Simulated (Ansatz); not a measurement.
# Squeezing and shearing a frame of liquid 77ZrO2-23SiO2 (mol %) from 1800 K (90 atoms)

Aim: relax a frame of liquid 77ZrO2-23SiO2 (mol %) from 1800 K (90 atoms), then change its volume and shape to read moduli from the stress.

Calculated with Ansatz 0.2.0; Kohn-Sham DFT, PBE, PAW (set soft_2), plane waves.

## 1. The starting structure

The cell holds 90 atoms: 23 Zr, 7 Si and 60 O. Its edges and angles: a = 10.716 Å, b = 10.716 Å, c = 10.716 Å, α = 90.0°, β = 90.0°, γ = 90.0°. 90 atoms (23 Zr, 7 Si, 60 O) placed at random at 4.39 g/cm³, melted at 4000 K for 10 ps at fixed volume with the Morse and Coulomb pair potential with partial charges (Pedone, Malavasi, Menziani, Cormack and Segre, J. Phys. Chem. B 110, 11780 (2006)). Snapshot at the end of a hold of 10 ps at 1800 K and fixed volume.

What the set-up can't give: The network of bonds at the start is that of the classical potential that made the cell, and needn't be the one that DFT or experiment would give. Sampling is at Γ alone.

## 2. Single point at the start

A single point comes first, to see the forces before anything moves.

File input.yaml:

```yaml
crystal:
  lattice:
    - [10.716, 0.0, 0.0]
    - [0.0, 10.716, 0.0]
    - [0.0, 0.0, 10.716]
  atoms:
    - { symbol: Zr, position: [0.1858, 0.81796, 0.3322] }
    - { symbol: Zr, position: [0.01229, 0.33872, 0.40934] }
    - { symbol: Zr, position: [0.25432, 0.6642, 0.64631] }
    - { symbol: Zr, position: [0.45949, 0.78465, 0.41998] }
    - { symbol: Zr, position: [0.12554, 0.10786, 0.22727] }
    - { symbol: Zr, position: [0.67132, 0.73114, 0.63706] }
    - { symbol: Zr, position: [0.45071, 0.73578, 0.85067] }
    - { symbol: Zr, position: [0.98048, 0.50038, 0.71602] }
    - { symbol: Zr, position: [0.96044, 0.87235, 0.75138] }
    - { symbol: Zr, position: [0.94662, 0.86967, 0.07435] }
    - { symbol: Zr, position: [0.66738, 0.98437, 0.86242] }
    - { symbol: Zr, position: [0.39845, 0.55251, 0.16414] }
    - { symbol: Zr, position: [0.45394, 0.98678, 0.11326] }
    - { symbol: Zr, position: [0.46058, 0.11748, 0.60805] }
    - { symbol: Zr, position: [0.84464, 0.17989, 0.66159] }
    - { symbol: Zr, position: [0.22602, 0.99638, 0.82261] }
    - { symbol: Zr, position: [0.86972, 0.73258, 0.3926] }
    - { symbol: Zr, position: [0.51466, 0.24516, 0.84664] }
    - { symbol: Zr, position: [0.08019, 0.56914, 0.13907] }
    - { symbol: Zr, position: [0.66261, 0.74061, 0.08243] }
    - { symbol: Zr, position: [0.99356, 0.24351, 0.95015] }
    - { symbol: Zr, position: [0.82023, 0.47927, 0.13452] }
    - { symbol: Zr, position: [0.71886, 0.9732, 0.37032] }
    - { symbol: Si, position: [0.43335, 0.38833, 0.53891] }
    - { symbol: Si, position: [0.2622, 0.47796, 0.88794] }
    - { symbol: Si, position: [0.13883, 0.05897, 0.55242] }
    - { symbol: Si, position: [0.69715, 0.52693, 0.85695] }
    - { symbol: Si, position: [0.70737, 0.42637, 0.43146] }
    - { symbol: Si, position: [0.36315, 0.25898, 0.30652] }
    - { symbol: Si, position: [0.84052, 0.16551, 0.17542] }
    - { symbol: O, position: [0.78242, 0.81491, 0.7563] }
    - { symbol: O, position: [0.03528, 0.17961, 0.56054] }
    - { symbol: O, position: [0.06252, 0.46494, 0.54869] }
    - { symbol: O, position: [0.8177, 0.28614, 0.0789] }
    - { symbol: O, position: [0.6483, 0.14086, 0.69626] }
    - { symbol: O, position: [0.91426, 0.31923, 0.77919] }
    - { symbol: O, position: [0.3551, 0.89837, 0.27926] }
    - { symbol: O, position: [0.56001, 0.86682, 0.97224] }
    - { symbol: O, position: [0.48198, 0.6927, 0.59284] }
    - { symbol: O, position: [0.96382, 0.48744, 0.29245] }
    - { symbol: O, position: [0.43958, 0.31014, 0.67] }
    - { symbol: O, position: [0.38314, 0.13347, 0.23382] }
    - { symbol: O, position: [0.68762, 0.79804, 0.45395] }
    - { symbol: O, position: [0.43452, 0.243, 0.45343] }
    - { symbol: O, position: [0.0501, 0.89852, 0.91328] }
    - { symbol: O, position: [0.95024, 0.67078, 0.05755] }
    - { symbol: O, position: [0.28593, 0.82122, 0.7808] }
    - { symbol: O, position: [0.86439, 0.90944, 0.2659] }
    - { symbol: O, position: [0.07969, 0.66058, 0.7298] }
    - { symbol: O, position: [0.54896, 0.8692, 0.72485] }
    - { symbol: O, position: [0.47726, 0.66188, 0.0347] }
    - { symbol: O, position: [0.13138, 0.44449, 0.83244] }
    - { symbol: O, position: [0.70876, 0.55167, 0.99217] }
    - { symbol: O, position: [0.91255, 0.07895, 0.07828] }
    - { symbol: O, position: [0.24364, 0.50844, 0.02617] }
    - { symbol: O, position: [0.86296, 0.03282, 0.80272] }
    - { symbol: O, position: [0.56929, 0.10552, 0.98003] }
    - { symbol: O, position: [0.60649, 0.87202, 0.21392] }
    - { symbol: O, position: [0.32932, 0.49139, 0.56994] }
    - { symbol: O, position: [0.76166, 0.5744, 0.46274] }
    - { symbol: O, position: [0.39691, 0.3903, 0.88266] }
    - { symbol: O, position: [0.81252, 0.54696, 0.74154] }
    - { symbol: O, position: [0.02976, 0.73108, 0.30156] }
    - { symbol: O, position: [0.14573, 0.21457, 0.08126] }
    - { symbol: O, position: [0.39208, 0.3928, 0.27197] }
    - { symbol: O, position: [0.11092, 0.92632, 0.17973] }
    - { symbol: O, position: [0.19084, 0.27368, 0.3229] }
    - { symbol: O, position: [0.23228, 0.64781, 0.22624] }
    - { symbol: O, position: [0.81809, 0.05658, 0.49263] }
    - { symbol: O, position: [0.49384, 0.63396, 0.30984] }
    - { symbol: O, position: [0.27346, 0.75266, 0.4856] }
    - { symbol: O, position: [0.13418, 0.00169, 0.40549] }
    - { symbol: O, position: [0.33842, 0.5935, 0.82317] }
    - { symbol: O, position: [0.82423, 0.34139, 0.51763] }
    - { symbol: O, position: [0.6968, 0.1313, 0.25067] }
    - { symbol: O, position: [0.78426, 0.87097, 0.99092] }
    - { symbol: O, position: [0.95451, 0.20346, 0.27164] }
    - { symbol: O, position: [0.75447, 0.64705, 0.21136] }
    - { symbol: O, position: [0.65802, 0.37787, 0.84186] }
    - { symbol: O, position: [0.72506, 0.39651, 0.29793] }
    - { symbol: O, position: [0.10015, 0.9717, 0.65501] }
    - { symbol: O, position: [0.90525, 0.80498, 0.55143] }
    - { symbol: O, position: [0.57183, 0.40988, 0.51002] }
    - { symbol: O, position: [0.53669, 0.9892, 0.47753] }
    - { symbol: O, position: [0.30184, 0.96828, 0.00542] }
    - { symbol: O, position: [0.98409, 0.43981, 0.05201] }
    - { symbol: O, position: [0.28109, 0.07755, 0.55894] }
    - { symbol: O, position: [0.59916, 0.6217, 0.81127] }
    - { symbol: O, position: [0.39924, 0.10625, 0.78965] }
    - { symbol: O, position: [0.12908, 0.1523, 0.83241] }
kpoints:
  mp_grid: { grid: [1, 1, 1] }
hamiltonian:
  xc: pbe
scf:
  occupations: { method: gaussian, width: 0.025 }
output:
  forces: true
```

Started as:

```
$ ansatz run input.yaml --threads 4 --pin off --max-ram 8192MiB --backend cpu --events-out ev --progress --plain --runs-dir out
```

What it wrote:

```text
[...]
Pseudopotentials: kind: paw
Pseudopotential: Zr, paw, valence charge 12, recommended cutoff 420 eV (normal), Zr.paw.azcp
Pseudopotential: Si, paw, valence charge 4, recommended cutoff 420 eV (normal), Si.paw.azcp
Pseudopotential: O, paw, valence charge 6, recommended cutoff 420 eV (normal), O.paw.azcp
[...]
Crystal: 90 atoms, lattice volume = 1230.547 Å³
Basis set: ecut = 420 eV, 23871 PW (Γ), exchange–correlation on 144×144×144 points (8 copies of the dense FFT grid, shifted against one another)
Bands: 422, of which v1, the nominal top of the filled ones, is band 332 counted from 1 (331 counted from 0)
Symmetry: 1 space group operations
Space group: P1 (ITA 1), of the structure as read, at distance tolerance 1.1e-4 Å
k-points: 1
[...]
Initial density: superposition of atomic densities (neutral atoms: chi_scale 0, normalization atom), corrected by the library's trained network
Initial wavefunctions: pseudopotential atomic-orbital guess
[...]
SCF iter   1: F=—  HF=-134839.357759 eV  |F-HF|=—  |Δ(HF+E_count)|=         —  Δρ=4.38e-3  dr2=2.48e-1  ethr=1.77e-3  ⟨swp⟩=6.0  Hψ=1590  notcnv=0  defer=53
preconditioner: auto → Resta (q_TF=auto, 2.462 Å⁻¹)  ε∞=3.9  [insulator: Δε(μ)=2.601 eV  Ē_g=15.500 eV  σ=0.025 eV  W_gap=1.00  n_scr=304 (ndim 8)  ℏωp=26.3 eV  f_vac=0.089  D(μ)=0.00/eV (n_scr^D=0)  ε∞_Penn≈3.9]
SCF iter   2: F=—  HF=-134839.326231 eV  |F-HF|=—  |Δ(HF+E_count)|=   3.15e-2  Δρ=2.41e-3  dr2=4.59e-2  ethr=3.74e-5  ⟨swp⟩=2.0  Hψ=678  notcnv=0  defer=84
SCF iter   3: F=—  HF=-134839.326203 eV  |F-HF|=—  |Δ(HF+E_count)|=   2.77e-5  Δρ=1.11e-3  dr2=1.46e-2  ethr=6.91e-6  ⟨swp⟩=2.0  Hψ=533  notcnv=0  defer=47
automatic band count: iteration 3 solves 385 bands in place of 422: the levels show a gap, and the empty bands left out lie too high to hold charge; the band table lists the bands solved (type scf.n_extra_bands for more)
SCF iter   4: F=—  HF=-134839.328181 eV  |F-HF|=—  |Δ(HF+E_count)|=   1.98e-3  Δρ=3.61e-4  dr2=1.70e-3  ethr=2.20e-6  ⟨swp⟩=2.0  Hψ=524  notcnv=0  defer=47
SCF iter   5: F=—  HF=-134839.328504 eV  |F-HF|=—  |Δ(HF+E_count)|=   3.23e-4  Δρ=1.99e-4  dr2=4.81e-4  ethr=2.56e-7  ⟨swp⟩=2.0  Hψ=530  notcnv=0  defer=47
[...]
SCF iter  10: F=—  HF=-134839.331861 eV  |F-HF|=—  |Δ(HF+E_count)|=   3.71e-7  Δρ=3.31e-6  dr2=1.57e-7  ethr=1.45e-10  ⟨swp⟩=2.0  Hψ=575  notcnv=0  defer=47
SCF iter  11: F=-134839.331861 eV  HF=-134839.331861 eV  |F-HF|=1.18e-8  |Δ(HF+E_count)|=   1.25e-7  Δρ=1.44e-6  dr2=3.05e-8  ethr=1.51e-11  ⟨swp⟩=4.0  Hψ=1142  notcnv=0
SCF 1 converged in 11 iterations: F = -134839.331861 eV  dr2 = 3.05e-8
[...]
SCF converged after 11 iterations
Free energy (F): -134839.331861 eV
Harris-Foulkes:  -134839.331861 eV  (|F-HF|=1.18e-8)
Internal energy: -134839.331861 eV  (E = F + TS)
E sigma→0 (E₀):  -134839.331861 eV
Fermi energy:    8.819838 eV
--- Per-component energies (eV) ---
[...]
Σ components = -134839.331861   (vs F -134839.331861, Δ=0.00e0)
--- Forces (eV/Å), atoms counted from 1 ---
  atom   1  Zr    -0.39765624     2.13996188    -2.18922411
  atom   2  Zr    -0.00126248     1.28023118     2.02722172
  atom   3  Zr     0.26219610    -1.95730113     0.75680376
  atom   4  Zr     2.85880939     0.77372877    -0.79847985
[...]
atom  90  O     -1.54820525     0.09987866     1.22152951
  max |Σ_I F_I| component: 5.57e-5 eV/Å
```

It took 8.9 s on 4 threads of Intel Xeon Platinum 8488C (Sapphire Rapids), shared host; peak memory 1.8 GiB; 33 s of CPU time.

The r.m.s. force at the start is 1.9 eV/Å.

## 3. Cell and atoms relaxed

The cell is relaxed with the atoms, since the starting lattice needn't suit this functional.

File input.yaml:

```yaml
crystal:
  lattice:
    - [10.716, 0.0, 0.0]
    - [0.0, 10.716, 0.0]
    - [0.0, 0.0, 10.716]
  atoms:
    [... the 90 atom lines of step 2 ...]
kpoints:
  mp_grid: { grid: [1, 1, 1] }
hamiltonian:
  xc: pbe
scf:
  occupations: { method: gaussian, width: 0.025 }
output:
  forces: true
relax:
  f_tol: 0.05
  max_steps: 150
  cell: {}
```

What it wrote:

```text
[...]
Crystal: 90 atoms, lattice volume = 1230.547 Å³
Basis set: ecut = 420 eV, 23871 PW (Γ), exchange–correlation on 144×144×144 points (8 copies of the dense FFT grid, shifted against one another)
Bands: 422, of which v1, the nominal top of the filled ones, is band 332 counted from 1 (331 counted from 0)
Symmetry: 1 space group operations
[...]
k-points: 1
[...]
SCF iter   1: F=—  HF=-134839.357760 eV  |F-HF|=—  |Δ(HF+E_count)|=         —  Δρ=4.38e-3  dr2=2.48e-1  ethr=1.77e-3  ⟨swp⟩=6.0  Hψ=1590  notcnv=0  defer=53
[...]
SCF iter  10: F=—  HF=-134839.331861 eV  |F-HF|=—  |Δ(HF+E_count)|=   3.76e-7  Δρ=3.35e-6  dr2=1.59e-7  ethr=1.41e-10  ⟨swp⟩=2.0  Hψ=575  notcnv=0  defer=84
SCF iter  11: F=-134839.331861 eV  HF=-134839.331861 eV  |F-HF|=1.39e-8  |Δ(HF+E_count)|=   1.22e-7  Δρ=1.37e-6  dr2=2.83e-8  ethr=1.51e-11  ⟨swp⟩=4.0  Hψ=1059  notcnv=0
SCF 1 converged in 11 iterations: F = -134839.331861 eV  dr2 = 2.83e-8
[...]
relax step   1: F+E_penalty+E_count = -134839.33186150 eV  Δ(F+E_penalty+E_count) = +0.000e0 eV  max|allowed force component| = 7.859e0 eV/Å  Δτ_max = 0.0000 Å  P = -1.812 GPa  Ω = 1230.547 Å³  (11 SCF iters, dr2 threshold 1.00e-7 eV, accepted)
[... from here on, the SCF cycles and remarks between the steps are left out ...]
relax step   2: F+E_penalty+E_count = -134851.11078208 eV  Δ(F+E_penalty+E_count) = -1.178e1 eV  max|allowed force component| = 4.885e0 eV/Å  Δτ_max = 0.1933 Å  P = +1.427 GPa  Ω = 1197.144 Å³  energy of the carried Pulay correction = +1.333e-1 eV  (9 SCF iters, dr2 threshold 9.00e-6 eV, accepted)
relax step   3: F+E_penalty+E_count = -134854.93779893 eV  Δ(F+E_penalty+E_count) = -3.827e0 eV  max|allowed force component| = 2.654e0 eV/Å  Δτ_max = 0.2000 Å  P = +0.766 GPa  Ω = 1198.813 Å³  energy of the carried Pulay correction = +1.266e-1 eV  (8 SCF iters, dr2 threshold 9.00e-6 eV, accepted)
relax step   4: F+E_penalty+E_count = -134857.12905646 eV  Δ(F+E_penalty+E_count) = -2.191e0 eV  max|allowed force component| = 5.108e-1 eV/Å  Δτ_max = 0.1988 Å  P = +0.170 GPa  Ω = 1200.746 Å³  energy of the carried Pulay correction = +1.188e-1 eV  (8 SCF iters, dr2 threshold 9.00e-6 eV, accepted)
relax step   5: F+E_penalty+E_count = -134857.74532693 eV  Δ(F+E_penalty+E_count) = -6.163e-1 eV  max|allowed force component| = 3.480e-1 eV/Å  Δτ_max = 0.2000 Å  P = +0.042 GPa  Ω = 1202.135 Å³  energy of the carried Pulay correction = +1.132e-1 eV  (8 SCF iters, dr2 threshold 9.00e-6 eV, accepted)
relax step   6: F+E_penalty+E_count = -134858.01799367 eV  Δ(F+E_penalty+E_count) = -2.727e-1 eV  max|allowed force component| = 1.792e-1 eV/Å  Δτ_max = 0.2000 Å  P = -0.025 GPa  Ω = 1204.727 Å³  energy of the carried Pulay correction = +1.027e-1 eV  (8 SCF iters, dr2 threshold 7.57e-6 eV, accepted)
relax step   7: F+E_penalty+E_count = -134858.11229024 eV  Δ(F+E_penalty+E_count) = -9.430e-2 eV  max|allowed force component| = 1.315e-1 eV/Å  Δτ_max = 0.2000 Å  P = -0.007 GPa  Ω = 1205.991 Å³  energy of the carried Pulay correction = +9.765e-2 eV  (8 SCF iters, dr2 threshold 2.01e-6 eV, accepted)
relax step   8: F+E_penalty+E_count = -134858.10117149 eV  Δ(F+E_penalty+E_count) = +1.112e-2 eV  max|allowed force component| = 4.317e-1 eV/Å  Δτ_max = 0.1969 Å  P = +0.004 GPa  Ω = 1206.333 Å³  energy of the carried Pulay correction = +9.627e-2 eV  (9 SCF iters, dr2 threshold 1.08e-6 eV, rejected (line search))
relax step   9: F+E_penalty+E_count = -134858.14404609 eV  Δ(F+E_penalty+E_count) = -3.176e-2 eV  max|allowed force component| = 1.188e-1 eV/Å  Δτ_max = 0.0985 Å  P = -0.005 GPa  Ω = 1205.883 Å³  energy of the carried Pulay correction = +9.808e-2 eV  (12 SCF iters, accepted)
relax step  10: F+E_penalty+E_count = -134858.17665956 eV  Δ(F+E_penalty+E_count) = -3.261e-2 eV  max|allowed force component| = 1.394e-1 eV/Å  Δτ_max = 0.0977 Å  P = +0.035 GPa  Ω = 1205.108 Å³  energy of the carried Pulay correction = +1.012e-1 eV  (8 SCF iters, dr2 threshold 8.81e-7 eV, accepted)
relax step  11: F+E_penalty+E_count = -134858.21186044 eV  Δ(F+E_penalty+E_count) = -3.520e-2 eV  max|allowed force component| = 7.346e-2 eV/Å  Δτ_max = 0.1500 Å  P = +0.022 GPa  Ω = 1205.262 Å³  energy of the carried Pulay correction = +1.006e-1 eV  (8 SCF iters, dr2 threshold 1.22e-6 eV, accepted)
relax step  12: F+E_penalty+E_count = -134858.25588441 eV  Δ(F+E_penalty+E_count) = -4.402e-2 eV  max|allowed force component| = 1.267e-1 eV/Å  Δτ_max = 0.2000 Å  P = -0.010 GPa  Ω = 1206.065 Å³  energy of the carried Pulay correction = +9.735e-2 eV  (9 SCF iters, dr2 threshold 3.37e-7 eV, accepted)
relax step  13: F+E_penalty+E_count = -134858.28344024 eV  Δ(F+E_penalty+E_count) = -2.756e-2 eV  max|allowed force component| = 1.734e-1 eV/Å  Δτ_max = 0.1939 Å  P = +0.019 GPa  Ω = 1206.910 Å³  energy of the carried Pulay correction = +9.396e-2 eV  (8 SCF iters, dr2 threshold 1.00e-6 eV, accepted)
relax step  14: F+E_penalty+E_count = -134858.27920496 eV  Δ(F+E_penalty+E_count) = +4.235e-3 eV  max|allowed force component| = 1.014e0 eV/Å  Δτ_max = 0.1195 Å  P = +0.194 GPa  Ω = 1206.968 Å³  energy of the carried Pulay correction = +9.372e-2 eV  (8 SCF iters, dr2 threshold 1.88e-6 eV, rejected (line search))
relax step  15: F+E_penalty+E_count = -134858.30560438 eV  Δ(F+E_penalty+E_count) = -2.216e-2 eV  max|allowed force component| = 2.629e-1 eV/Å  Δτ_max = 0.0568 Å  P = -0.024 GPa  Ω = 1208.617 Å³  energy of the carried Pulay correction = +8.711e-2 eV  (12 SCF iters, accepted)
relax step  16: F+E_penalty+E_count = -134858.31947920 eV  Δ(F+E_penalty+E_count) = -1.387e-2 eV  max|allowed force component| = 1.049e-1 eV/Å  Δτ_max = 0.0679 Å  P = +0.013 GPa  Ω = 1209.234 Å³  energy of the carried Pulay correction = +8.464e-2 eV  (7 SCF iters, dr2 threshold 4.32e-6 eV, accepted)
relax step  17: F+E_penalty+E_count = -134858.32020660 eV  Δ(F+E_penalty+E_count) = -7.274e-4 eV  max|allowed force component| = 4.465e-2 eV/Å  Δτ_max = 0.0190 Å  P = +0.013 GPa  Ω = 1209.571 Å³  energy of the carried Pulay correction = +8.329e-2 eV  (7 SCF iters, dr2 threshold 6.88e-7 eV, accepted)
relax step  18: F+E_penalty+E_count = -134858.36107869 eV  Δ(F+E_penalty+E_count) = -4.087e-2 eV  max|allowed force component| = 4.490e-2 eV/Å  Δτ_max = 0.0000 Å  P = +0.000 GPa  Ω = 1209.571 Å³  stress off target by 3.17e-1 GPa  SCF on the basis re-selected at this cell (its energy is not comparable with the rows above)  (8 SCF iters)
relax step  19: F+E_penalty+E_count = -134858.37062581 eV  Δ(F+E_penalty+E_count) = -9.547e-3 eV  max|allowed force component| = 4.713e-2 eV/Å  Δτ_max = 0.0183 Å  P = +0.018 GPa  Ω = 1208.793 Å³  energy of the carried Pulay correction = +2.897e-3 eV  (8 SCF iters, dr2 threshold 2.51e-7 eV, accepted)
relax step  20: F+E_penalty+E_count = -134858.36541560 eV  Δ(F+E_penalty+E_count) = +5.210e-3 eV  max|allowed force component| = 4.700e-2 eV/Å  Δτ_max = 0.0000 Å  P = +0.014 GPa  Ω = 1208.793 Å³  stress off target by 4.79e-2 GPa  SCF on the basis re-selected at this cell (its energy is not comparable with the rows above)  (6 SCF iters)
basis re-selected at this cell: Δ(F+E_penalty+E_count) = +5.210e-3 eV, ΔP = -0.004 GPa vs the last step (what re-selecting the basis moved, of the pressure what is left beyond the Pulay correction that the steps carried, after the strain that the cell walked since its last selection, [...]
SCF converged after 6 iterations
Free energy (F): -134858.365416 eV
[...]
Internal energy: -134858.365416 eV  (E = F + TS)
E sigma→0 (E₀):  -134858.365416 eV
Fermi energy:    8.900203 eV
[...]
Σ components = -134858.365416   (vs F -134858.365416, Δ=0.00e0)
--- Forces (eV/Å), atoms counted from 1 ---
  atom   1  Zr    -0.01539472     0.00100423    -0.01664374
  atom   2  Zr    -0.00220458     0.00594542    -0.00847678
  atom   3  Zr    -0.00395284     0.00785504     0.01752668
  atom   4  Zr     0.00774277     0.00002477    -0.00223720
[...]
atom  90  O      0.00462942    -0.00670804    -0.00341036
  max |Σ_I F_I| component: 1.61e-5 eV/Å
--- Stress (GPa, compression-positive) ---
        0.029083       0.020182       0.014838
        0.020182       0.014743       0.004923
        0.014838       0.004923      -0.001270
  P = ⅓ Tr σ = 0.0142 GPa (0.142 kbar)
--- Relaxed structure (18 steps of the walk, 16 accepted, 2 SCFs on fresh bases) ---
  F+E_penalty+E_count = -134858.36541560 eV   max|allowed force component| = 4.700e-2 eV/Å   (the final SCF, on the basis selected at the relaxed cell)
  cell:  # Å, volume = 1208.7934 Å³
    - [10.694427, 0.122429, 0.349106]
    - [0.122429, 10.885921, -0.010597]
    - [0.349106, -0.010597, 10.395910]
  atoms:
    - { symbol: Zr, position: [0.179583, 0.829889, 0.321488] }
    - { symbol: Zr, position: [0.000455062, 0.332670, 0.417189] }
    - { symbol: Zr, position: [0.295690, 0.666768, 0.631726] }
    - { symbol: Zr, position: [0.473143, 0.815542, 0.412232] }
[...]
- { symbol: O, position: [0.113013, 0.137150, 0.845686] }
```

The job ended after 3 min (4 threads; peak memory 1.8 GiB; 11 min of CPU time).

The relaxation converged after 18 steps, with a largest force component of 0.047 eV/Å.

(Part 1 of 4 ends here.)

[Long decimals in the printed logs are rounded to 6 places.]

[Logs are printed without paths, hosts, clocks, repeated set-up lines and the standing remarks that a program may print on its own settings, such as how far it seeks lower states.]

[Hosts, paths, dates, database ids (printed as entryN), source tags and the programs' standing remarks are cut or masked in the printed files.]
